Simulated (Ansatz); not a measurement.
# Na3ICl2: complex band structure, part 2 of 3

A new crystal, Na3ICl2: structure, gap and complex bands. It is built by putting I for Br in the Na3BrCl2 structure of space group I4/mmm, with the volume rescaled by atomic radii. The parent structure comes from the Materials Project.

Ansatz 0.2.0; r2SCAN DFT, plane waves, PAW files (the session's first sound run).

So far, gap on the k-mesh (eV): step 3 (the bulk crystal and its band edges) 4.73.

The structure was built from a prototype and need not be the compound's stable phase.

### Step 4. Complex bands

This step: r2SCAN DFT, plane waves, PAW files; complex bands by layer matching along the plane's normal (Ansatz 0.2.0).

The same crystal is laid in a cell whose first two vectors span the (001) plane (indices of the standard conventional cell, whose axes can be ordered otherwise than in the bulk input). At fixed energy and wavevector in the plane the solver finds all kz, real and complex. A few wavevectors are listed, (0, 0), (0, -0.5) and (0.5, 0) in units of the plane's reciprocal vectors; the slowest state needn't be among them.

Input file input.yaml:

```yaml
crystal:
  lattice:
    - [4.242485595, 0.0, 0.0]
    - [0.0, 4.242485595, 0.0]
    - [2.121242797, 2.121242797, 8.822401519]
  atoms:
    - { symbol: Na, position: [0.3234031084, 0.3234031084, 0.3531937832] }
    - { symbol: Na, position: [0.0, 0.0, 0.0] }
    - { symbol: Na, position: [0.6765968916, 0.6765968916, 0.6468062168] }
    - { symbol: I, position: [0.5, 0.5, 0.0] }
    - { symbol: Cl, position: [0.1693616741, 0.1693616741, 0.6612766518] }
    - { symbol: Cl, position: [0.8306383259, 0.8306383259, 0.3387233482] }
kpoints:
  mp_grid: { grid: [6, 6, 6] }
scf:
  occupations: { method: fixed }
hamiltonian:
  xc: r2scan
output:
  eigenvalues: true
  transmission:
    leads: [[0, 0]]
    kpoints: [[0.0, 0.0], [0.0, -0.5], [0.5, 0.0]]
    e_range: [-1.0, 5.73]
    de: 0.17
```

The run is started by

```
$ ansatz run input.yaml --threads 2 --pin off --max-ram 4096MiB --backend cpu --events-out ev --progress --plain --runs-dir out
```

Numbers of over 12 decimals in the logs are rounded to 6 here.

Output:

```text
[...]
Crystal: 6 atoms, lattice volume = 158.792 Å³
Basis set: ecut = 500 eV, 4017 PW (Γ), exchange–correlation on 128×128×288 points (64 copies of the dense FFT grid, shifted against one another)
Bands: 35, of which v1, the nominal top of the filled ones, is band 29 counted from 1 (28 counted from 0)
Symmetry: 16 space group operations
[...]
k-points: 30 of 216
[...]
SCF iter   1: F=—  HF=-14171.905546 eV  |F-HF|=—  |Δ(HF+E_count)|=         —  Δρ=6.20e-3  dr2=2.96e-2  dr2_τ=3.09e-3  ethr=1.77e-3  ⟨swp⟩=5.8  Hψ=3503  notcnv=0  defer=107
[...]
SCF iter   6: F=-14171.928665 eV  HF=-14171.928665 eV  |F-HF|=2.62e-8  |Δ(HF+E_count)|=   6.76e-7  Δρ=4.26e-6  dr2=2.99e-8  dr2_τ=2.69e-9  ethr=1.72e-10  ⟨swp⟩=11.7  Hψ=4771  notcnv=0
SCF 1 converged in 6 iterations: F = -14171.928665 eV  dr2 = 2.99e-8
[...]
transmission: 12 of 36 steps passed
transmission: 24 of 36 steps passed
transmission: 36 of 36 steps passed
SCF converged after 6 iterations
Free energy (F): -14171.928665 eV
[...]
Internal energy: -14171.928665 eV  (E = F + TS)
E sigma→0 (E₀):  -14171.928665 eV
Fermi energy:    1.933224 eV
[...]
--- Band table (eV; the first three rows and the last of 30) ---
  k-point 0: bands = [... 25 lower, 0.8348, 1.4417, 1.8765, 1.8765, 6.6660, 8.6133, 8.8769, 9.2623, ... 2 higher]
  k-point 1: bands = [... 25 lower, 0.8502, 1.3577, 1.8710, 1.8710, 6.8123, 8.5586, 8.8386, 9.0208, ... 2 higher]
  k-point 2: bands = [... 25 lower, 0.8782, 1.1522, 1.8598, 1.8598, 7.2091, 8.4053, 8.5245, 8.7748, ... 2 higher]
  k-point 29: bands = [... 25 lower, 0.4359, 0.6638, 0.7675, 1.2414, 8.1961, 9.0402, 9.0825, 9.2697, ... 2 higher]
--- Transmission ---
  basis      : 185 plane waves across, 12 finite elements along
  points     : 3, as listed
  energies   : 40 from -1.000000 to 5.630000 eV about the Fermi level, 0.170000 eV apart; the leads are filled to 2.366381 eV, and channels, transmission and decay are at 2.400000 eV
  crystal 0  : Na3I1Cl2, at the sites [0, 0], period 8.8224 Å: whole cells are its period
    offset         : up to 0.0000 Å between an atom of the period and one for which it stands
    channels       : 0.000000e0 a spin
    conductance    : none, the energies end too early or step too widely for 300 K: set another output.transmission.e_range or a lower de, or, where they end at an eighth of basis.ecutwfc, a higher one
    slowest decay  : 0.3666 /Å at (0.0000, 0.0000)
```

The job ended after 37 s (2 threads of Arm Neoverse V2, shared host; peak memory 0.89 GiB; 73 s of CPU time).

This step gave:

- free energy: -14171.9287 eV
- level to which the leads are filled: 2.366 eV from the Fermi level
- decay constant at the filling level, zone centre: 0.3665 Å⁻¹
- decay constant at the filling level, slowest listed point: 0.3666 Å⁻¹

K parallel (0, 0); values up to 1.5 1/Å, a degenerate pair printed once or twice; energies at which all values exceed this have no row. Im kz of the slowest decaying states against energy, zero at the highest filled level on the SCF mesh:

| energy (eV) | decay 1 (Å⁻¹) | decay 2 (Å⁻¹) | decay 3 (Å⁻¹) | decay 4 (Å⁻¹) |
| --- | --- | --- | --- | --- |
| -1.00 | 0.0600 | 0.189 | 0.810 | 1.47 |
| -0.49 | 0.0160 | 0.412 | 0.808 | 1.42 |
| 0.02 | 0.254 | 0.323 | 0.802 | 1.37 |
| 0.36 | 0.305 | 0.535 | 0.794 | 1.34 |
| 0.87 | 0.349 | 0.653 | 0.780 | 1.29 |
| 1.38 | 0.370 | 0.716 | 0.761 | 1.23 |
| 1.89 | 0.375 | 0.739 | 0.754 | 1.18 |
| 2.40 | 0.367 | 0.713 | 0.777 | 1.12 |
| 2.74 | 0.354 | 0.694 | 0.786 | 1.08 |
| 3.25 | 0.324 | 0.660 | 0.794 | 1.01 |
| 3.76 | 0.276 | 0.622 | 0.794 | 0.943 |
| 4.27 | 0.200 | 0.578 | 0.788 | 0.867 |
| 4.61 | 0.106 | 0.544 | 0.781 | 0.812 |
| 5.12 | 0.483 | 0.722 | 0.766 | 1.32 |
| 5.63 | 0.405 | 0.615 | 0.747 | 1.29 |

K parallel (0, -0.5); values up to 1.5 1/Å, a degenerate pair printed once or twice; energies at which all values exceed this have no row. The Im kz of the slowest decaying states by energy, zero at the highest filled level on the SCF mesh:

```
energy (eV)  decay 1 (Å⁻¹)  decay 2 (Å⁻¹)  decay 3 (Å⁻¹)
      -1.00          0.113          0.989           1.26
      -0.83          0.181           1.05           1.24
      -0.49          0.238           1.08           1.21
      -0.32          0.325           1.06           1.19
      -0.15          0.381           1.03           1.17
       0.02          0.423          0.914           1.16
       0.19          0.457           1.04           1.14
       0.36          0.485           1.08           1.12
       0.53          0.510           1.09           1.11
       0.87          0.549           1.07           1.11
       1.04          0.564           1.06           1.12
       1.21          0.577           1.04           1.12
       1.55          0.597           1.01           1.11
       1.72          0.605          0.998           1.11
       1.89          0.610          0.984           1.11
       2.23          0.617          0.955           1.10
       2.40          0.618          0.941           1.09
       2.74          0.616          0.914           1.07
       2.91          0.613          0.900           1.07
       3.08          0.609          0.887           1.06
       3.42          0.597          0.860           1.04
       3.59          0.589          0.847           1.03
       3.76          0.580          0.834           1.02
       4.10          0.557          0.807          0.994
       4.27          0.544          0.794          0.981
       4.44          0.529          0.780          0.969
       4.78          0.496          0.753          0.942
       4.95          0.476          0.738          0.928
       5.12          0.454          0.724          0.914
       5.46          0.403          0.694          0.884
       5.63          0.372          0.678          0.868
```

K parallel (0.5, 0); values up to 1.5 1/Å, a degenerate pair printed once or twice; energies at which all values exceed this have no row. The Im kz of the slowest decaying states by energy, zero at the highest filled level on the SCF mesh:

| energy (eV) | decay 1 (Å⁻¹) | decay 2 (Å⁻¹) | decay 3 (Å⁻¹) |
| --- | --- | --- | --- |
| -1.00 | 0.113 | 0.989 | 1.26 |
| -0.83 | 0.181 | 1.05 | 1.24 |
| -0.66 | 0.163 | 1.07 | 1.22 |
| -0.49 | 0.238 | 1.08 | 1.21 |
| -0.32 | 0.325 | 1.06 | 1.19 |
| -0.15 | 0.381 | 1.03 | 1.17 |
| 0.02 | 0.423 | 0.914 | 1.16 |
| 0.19 | 0.457 | 1.04 | 1.14 |
| 0.36 | 0.485 | 1.08 | 1.12 |
| 0.53 | 0.510 | 1.09 | 1.11 |
| 0.87 | 0.549 | 1.07 | 1.11 |
| 1.04 | 0.564 | 1.06 | 1.12 |
| 1.21 | 0.577 | 1.04 | 1.12 |
| 1.38 | 0.588 | 1.03 | 1.12 |
| 1.55 | 0.597 | 1.01 | 1.11 |
| 1.72 | 0.605 | 0.998 | 1.11 |
| 1.89 | 0.610 | 0.984 | 1.11 |
| 2.06 | 0.614 | 0.969 | 1.10 |
| 2.23 | 0.617 | 0.955 | 1.10 |
| 2.40 | 0.618 | 0.941 | 1.09 |
| 2.57 | 0.618 | 0.927 | 1.08 |
| 2.74 | 0.616 | 0.914 | 1.07 |
| 2.91 | 0.613 | 0.900 | 1.07 |
| 3.08 | 0.609 | 0.887 | 1.06 |
| 3.25 | 0.604 | 0.873 | 1.05 |
| 3.42 | 0.597 | 0.860 | 1.04 |
| 3.59 | 0.589 | 0.847 | 1.03 |
| 3.76 | 0.580 | 0.834 | 1.02 |
| 4.10 | 0.557 | 0.807 | 0.994 |
| 4.27 | 0.544 | 0.794 | 0.981 |
| 4.44 | 0.529 | 0.780 | 0.969 |
| 4.61 | 0.513 | 0.767 | 0.956 |
| 4.78 | 0.496 | 0.753 | 0.942 |
| 4.95 | 0.476 | 0.738 | 0.928 |
| 5.12 | 0.454 | 0.724 | 0.914 |
| 5.29 | 0.430 | 0.709 | 0.899 |
| 5.46 | 0.403 | 0.694 | 0.884 |
| 5.63 | 0.372 | 0.678 | 0.868 |

At the listed wavevectors the last open channel is at -0.66 eV and the next at +4.78 eV on the grid, wider than the gap, since narrow bands can fall between grid energies. At +2.40 eV, the grid energy nearest the filling level (the middle of the gap on the SCF mesh), the slowest state at the listed wavevectors decays with κ = 0.367 Å⁻¹, its amplitude falling by e over 2.7 Å. Through 1 nm of this crystal that state's transmission falls by exp(−2 × 0.367 Å⁻¹ × 10 Å) = 6.5e-4.

### Step 5. Decay over the two-dimensional zone

The listed points could miss the slowest state, so one energy near mid-gap is solved on a mesh of 8×8.

Edit input.yaml of step 4 so:

```diff
@@ -20,6 +20,2 @@
   eigenvalues: true
-  transmission:
-    leads: [[0, 0]]
-    kpoints: [[0.0, 0.0], [0.0, -0.5], [0.5, 0.0]]
-    e_range: [-1.0, 5.73]
-    de: 0.17
+  transmission: { leads: [[0, 0]], kmesh: [8, 8], e_range: [2.37, 2.38], de: 0.05 }
```

Output:

```text
[...]
Crystal: 6 atoms, lattice volume = 158.792 Å³
Basis set: ecut = 500 eV, 4017 PW (Γ), exchange–correlation on 128×128×288 points (64 copies of the dense FFT grid, shifted against one another)
Bands: 35, of which v1, the nominal top of the filled ones, is band 29 counted from 1 (28 counted from 0)
Symmetry: 16 space group operations
[...]
k-points: 30 of 216
[...]
SCF iter   1: F=—  HF=-14171.905546 eV  |F-HF|=—  |Δ(HF+E_count)|=         —  Δρ=6.20e-3  dr2=2.96e-2  dr2_τ=3.09e-3  ethr=1.77e-3  ⟨swp⟩=5.8  Hψ=3503  notcnv=0  defer=107
[...]
SCF iter   6: F=-14171.928665 eV  HF=-14171.928665 eV  |F-HF|=2.62e-8  |Δ(HF+E_count)|=   6.76e-7  Δρ=4.26e-6  dr2=2.99e-8  dr2_τ=2.69e-9  ethr=1.72e-10  ⟨swp⟩=11.7  Hψ=4771  notcnv=0
SCF 1 converged in 6 iterations: F = -14171.928665 eV  dr2 = 2.99e-8
[...]
transmission: 48 of 180 steps passed
transmission: 96 of 180 steps passed
transmission: 144 of 180 steps passed
transmission: 180 of 180 steps passed
SCF converged after 6 iterations
Free energy (F): -14171.928665 eV
[...]
Internal energy: -14171.928665 eV  (E = F + TS)
E sigma→0 (E₀):  -14171.928665 eV
Fermi energy:    1.933224 eV
[...]
--- Band table (eV; the first three rows and the last of 30) ---
  k-point 0: bands = [... 25 lower, 0.8348, 1.4417, 1.8765, 1.8765, 6.6660, 8.6133, 8.8769, 9.2623, ... 2 higher]
  k-point 1: bands = [... 25 lower, 0.8502, 1.3577, 1.8710, 1.8710, 6.8123, 8.5586, 8.8386, 9.0208, ... 2 higher]
  k-point 2: bands = [... 25 lower, 0.8782, 1.1522, 1.8598, 1.8598, 7.2091, 8.4053, 8.5245, 8.7748, ... 2 higher]
  k-point 29: bands = [... 25 lower, 0.4359, 0.6638, 0.7675, 1.2414, 8.1961, 9.0402, 9.0825, 9.2697, ... 2 higher]
--- Transmission ---
  basis      : 185 plane waves across, 12 finite elements along
  points     : 15, standing for a mesh of 8 x 8
  energies   : 1 from 2.370000 to 2.370000 eV about the Fermi level; the leads are filled to 2.366381 eV, and channels, transmission and decay are at 2.370000 eV
  crystal 0  : Na3I1Cl2, at the sites [0, 0], period 8.8224 Å: whole cells are its period
[...]
channels       : 0.000000e0 a spin
    conductance    : none, crystal 0 has no channel at the energies, or these end too early or step too widely for 300 K: set another output.transmission.e_range or a lower de, or, where they end at an eighth of basis.ecutwfc, a higher one
    slowest decay  : 0.3674 /Å at (0.0000, 0.0000)
```

It took 31 s on 2 threads; peak memory 0.95 GiB.

Numbers from this step:

```yaml
least_decay_constant_on_the_mesh: 0.3674 Å⁻¹
```

Slowest decay constant (1/Å; 0 where a channel is open) over k1 and k2. At 2.3700 eV from the Fermi level.

Ten even steps from '0' (0.367) to '9' (0.693):
```
76896986
88886888
99842489
76620266
99842489
88886888
76896986
67897987
```
Columns: k1 (b1) from -0.5 to 0.375; rows upwards: k2 (b2) from -0.5 to 0.375.

The least value on the mesh is 0.367 Å⁻¹ at +2.37 eV. At that energy the listed points give about 0.367 Å⁻¹ by interpolation, so the mesh holds no clearly slower state.

### Step 6. Band edges at another level, cutoff 420 eV

This step: LDA DFT, plane waves, PAW files (Ansatz 0.2.0).

The edges again with LDA, at the same atoms. Against that run the cutoff is 420 eV against 500.

Input file input.yaml:

```yaml
crystal:
  lattice:
    - [-2.1212427974, 2.1212427974, 8.8224015189]
    - [2.1212427974, -2.1212427974, 8.8224015189]
    - [2.1212427974, 2.1212427974, -8.8224015189]
  atoms:
    - { symbol: Na, position: [0.6765968916, 0.6765968916, 0.0] }
    - { symbol: Na, position: [0.0, 0.0, 0.0] }
    - { symbol: Na, position: [0.3234031084, 0.3234031084, 0.0] }
    - { symbol: I, position: [0.5, 0.5, 0.0] }
    - { symbol: Cl, position: [0.8306383259, 0.8306383259, 0.0] }
    - { symbol: Cl, position: [0.1693616741, 0.1693616741, 0.0] }
kpoints:
  mp_grid: { grid: [8, 8, 8] }
  band_path: { path: [VBM, CBM], npoints: 30 }
scf:
  occupations: { method: fixed }
hamiltonian:
  xc: lda
output:
  eigenvalues: true
```

Output:

```text
[...]
Crystal: 6 atoms, lattice volume = 158.792 Å³
Basis set: ecut = 420 eV, 3101 PW (Γ), FFT grids on a1+a3, a2+a3, a3
Bands: 35, of which v1, the nominal top of the filled ones, is band 29 counted from 1 (28 counted from 0)
Symmetry: 16 space group operations
[...]
k-points: 59 of 512
[...]
SCF iter   1: F=—  HF=-13853.290453 eV  |F-HF|=—  |Δ(HF+E_count)|=         —  Δρ=6.68e-3  dr2=5.24e-2  ethr=1.77e-3  ⟨swp⟩=5.7  Hψ=7397  notcnv=0  defer=213
[...]
SCF iter   6: F=-13853.262064 eV  HF=-13853.262064 eV  |F-HF|=3.80e-8  |Δ(HF+E_count)|=   1.33e-6  Δρ=5.07e-6  dr2=5.20e-8  ethr=1.72e-10  ⟨swp⟩=11.4  Hψ=10526  notcnv=0
SCF 1 converged in 6 iterations: F = -13853.262064 eV  dr2 = 5.20e-8
[...]
SCF converged after 6 iterations
Free energy (F): -13853.262064 eV
[...]
Internal energy: -13853.262064 eV  (E = F + TS)
E sigma→0 (E₀):  -13853.262064 eV
Fermi energy:    2.003584 eV
[...]
--- Band table (eV; the first three rows and the last of 59) ---
  k-point 0: bands = [... 25 lower, 0.9969, 1.5630, 1.9487, 1.9487, 5.6678, 7.6406, 8.2588, 8.2623, ... 2 higher]
  k-point 1: bands = [... 25 lower, 0.8762, 1.5037, 1.5622, 1.7099, 6.3055, 8.2921, 8.6304, 8.9084, ... 2 higher]
  k-point 2: bands = [... 25 lower, 0.8877, 1.2166, 1.3002, 1.4432, 7.4506, 8.8849, 9.1182, 9.2401, ... 2 higher]
  k-point 58: bands = [... 25 lower, 1.0623, 1.0623, 1.9211, 1.9211, 6.7340, 6.9211, 7.4801, 8.1192, ... 2 higher]
```

The job ended after 19 s (2 threads; peak memory 0.51 GiB).

This step gave:

```
free energy         : -13853.2621 eV
Fermi energy        : 2.004 eV
gap on the k-mesh   : 3.664 eV
gap on path         : 3.664 eV, by band count; negative where bands overlap
direct gap on path  : 3.719 eV
edge places on path : 0, 0.7552 1/A along the path
```

Electronic bands along the path, in eV, zero at the Fermi level (highest filled level under fixed occupations); v1 is the highest filled band, c1 the lowest empty one:

```csv
point,v4,v3,v2,v1,c1,c2,c3,c4
VBM,-1.04,-1.03,-0.56,0.00,5.47,6.22,6.41,7.36
halfway,-0.98,-0.93,-0.56,-0.03,4.79,6.09,6.38,7.46
CBM,-1.01,-0.44,-0.05,-0.05,3.66,5.64,6.26,6.26
```

The searched edges give 3.66 eV, as on the mesh.

Between step 3 and this run (LDA and cutoff 420 eV) the value for the gap on the k-mesh moves from 4.73 eV to 3.66 eV.

### Step 7. Complex bands at another level, cutoff 420 eV

This step: LDA DFT, plane waves, PAW files; complex bands by layer matching along the plane's normal (Ansatz 0.2.0).

The complex bands at that level, over its own gap, at (0, 0) and (-0.5, 0).

Input file input.yaml:

```yaml
crystal:
  lattice:
    - [4.242485595, 0.0, 0.0]
    - [0.0, 4.242485595, 0.0]
    - [2.121242797, 2.121242797, 8.822401519]
  atoms:
    - { symbol: Na, position: [0.3234031084, 0.3234031084, 0.3531937832] }
    - { symbol: Na, position: [0.0, 0.0, 0.0] }
    - { symbol: Na, position: [0.6765968916, 0.6765968916, 0.6468062168] }
    - { symbol: I, position: [0.5, 0.5, 0.0] }
    - { symbol: Cl, position: [0.1693616741, 0.1693616741, 0.6612766518] }
    - { symbol: Cl, position: [0.8306383259, 0.8306383259, 0.3387233482] }
kpoints:
  mp_grid: { grid: [6, 6, 6] }
scf:
  occupations: { method: fixed }
hamiltonian:
  xc: lda
output:
  eigenvalues: true
  transmission:
    leads: [[0, 0]]
    kpoints: [[0.0, 0.0], [-0.5, 0.0]]
    e_range: [-1.0, 4.66]
    de: 0.14
```

Output:

```text
[...]
Crystal: 6 atoms, lattice volume = 158.792 Å³
Basis set: ecut = 420 eV, 3101 PW (Γ)
Bands: 35, of which v1, the nominal top of the filled ones, is band 29 counted from 1 (28 counted from 0)
Symmetry: 16 space group operations
[...]
k-points: 30 of 216
[...]
SCF iter   1: F=—  HF=-13853.289798 eV  |F-HF|=—  |Δ(HF+E_count)|=         —  Δρ=6.69e-3  dr2=5.25e-2  ethr=1.77e-3  ⟨swp⟩=5.8  Hψ=3747  notcnv=0  defer=110
[...]
SCF iter   6: F=-13853.261842 eV  HF=-13853.261842 eV  |F-HF|=4.77e-8  |Δ(HF+E_count)|=   1.33e-6  Δρ=5.35e-6  dr2=6.12e-8  ethr=1.72e-10  ⟨swp⟩=11.4  Hψ=5253  notcnv=0
SCF 1 converged in 6 iterations: F = -13853.261842 eV  dr2 = 6.12e-8
[...]
transmission: 13 of 26 steps passed
transmission: 26 of 26 steps passed
SCF converged after 6 iterations
Free energy (F): -13853.261842 eV
[...]
Internal energy: -13853.261842 eV  (E = F + TS)
E sigma→0 (E₀):  -13853.261842 eV
Fermi energy:    2.003859 eV
[...]
--- Band table (eV; the first three rows and the last of 30) ---
  k-point 0: bands = [... 25 lower, 0.9969, 1.5631, 1.9490, 1.9490, 5.6678, 7.6406, 8.2589, 8.2623, ... 2 higher]
  k-point 1: bands = [... 25 lower, 1.0149, 1.4639, 1.9422, 1.9422, 5.8254, 7.5818, 8.0375, 8.2167, ... 2 higher]
  k-point 2: bands = [... 25 lower, 1.0473, 1.2235, 1.9284, 1.9284, 6.2441, 7.4014, 7.5836, 8.1482, ... 2 higher]
  k-point 29: bands = [... 25 lower, 0.5807, 0.7720, 0.8874, 1.3051, 7.2988, 8.0508, 8.4294, 8.6162, ... 2 higher]
--- Transmission ---
  basis      : 161 plane waves across, 13 finite elements along
  points     : 2, as listed
[...]
crystal 0  : Na3I1Cl2, at the sites [0, 0], period 8.8224 Å: whole cells are its period
[...]
channels       : 0.000000e0 a spin
[...]
slowest decay  : 0.3124 /Å at (0.0000, 0.0000)
```

It took 22 s on 2 threads; peak memory 0.51 GiB; 34 s of CPU time.

Numbers from this step:

```yaml
free_energy: -13853.2618 eV
level_to_which_the_leads_are_filled: 1.832 eV from the Fermi level
decay_constant_at_the_filling_level_zone_centre: 0.3124 Å⁻¹
decay_constant_at_the_filling_level_slowest_listed_point: 0.3124 Å⁻¹
```

K parallel (0, 0); values up to 1.5 1/Å, a degenerate pair printed once or twice; energies at which all values exceed this have no row. Im kz of the slowest decaying states against energy, zero at the highest filled level on the SCF mesh:

```csv
energy (eV),decay 1 (Å⁻¹),decay 2 (Å⁻¹),decay 3 (Å⁻¹),decay 4 (Å⁻¹)
-1.00,0.0367,0.756,1.42,-
-0.58,0.366,0.755,1.38,-
-0.16,0.181,0.278,0.749,1.33
-0.02,0.214,0.226,0.746,1.32
0.26,0.259,0.477,0.739,1.29
0.54,0.287,0.568,0.731,1.26
0.96,0.310,0.648,0.715,1.22
1.38,0.318,0.696,0.698,1.17
1.80,0.312,0.674,0.730,1.12
2.22,0.295,0.648,0.751,1.07
2.64,0.263,0.619,0.763,1.01
3.06,0.213,0.585,0.770,0.951
3.34,0.161,0.560,0.771,0.909
3.76,0.517,0.768,0.843,1.35
4.18,0.465,0.762,0.770,1.32
4.60,0.399,0.689,0.751,1.29
```

K parallel (-0.5, 0); values up to 1.5 1/Å, a degenerate pair printed once or twice; energies at which all values exceed this have no row. Table of Im kz of the slowest decaying states by energy, zero at the highest filled level on the SCF mesh:

```csv
energy (eV),decay 1 (Å⁻¹),decay 2 (Å⁻¹),decay 3 (Å⁻¹)
-1.00,0.810,1.21,-
-0.72,0.163,1.01,1.18
-0.44,0.230,1.03,1.15
-0.16,0.347,0.987,1.12
-0.02,0.384,0.872,1.11
0.12,0.414,0.975,1.09
0.40,0.462,1.04,1.07
0.54,0.481,1.05,1.05
0.82,0.512,1.02,1.07
1.10,0.536,0.997,1.07
1.38,0.553,0.970,1.07
1.66,0.564,0.943,1.07
1.94,0.570,0.918,1.06
2.22,0.572,0.892,1.05
2.50,0.568,0.868,1.04
2.78,0.561,0.843,1.02
3.06,0.550,0.819,1.01
3.20,0.542,0.807,0.997
3.48,0.524,0.783,0.978
3.76,0.501,0.758,0.958
4.04,0.474,0.733,0.936
4.32,0.440,0.708,0.913
4.60,0.399,0.681,0.889
```

At the listed wavevectors the last open channel is at -0.58 eV and the next at +3.76 eV on the grid, wider than the gap, since narrow bands can fall between grid energies. At +1.80 eV, the grid energy nearest the filling level (the middle of the gap on the SCF mesh), the slowest state at the listed wavevectors decays with κ = 0.312 Å⁻¹, its amplitude falling by e over 3.2 Å; the first such run, plane (001), gave 0.367 Å⁻¹ over as many of its listed wavevectors.

[end of part 2 of 3]

[Logs are printed without paths, hosts, clocks, repeated set-up lines and the standing remarks that a program may print on its own settings, such as how far it seeks lower states.]

[Hosts, paths, dates, database ids (printed as entryN), source tags and the programs' standing remarks are cut or masked in the printed files.]
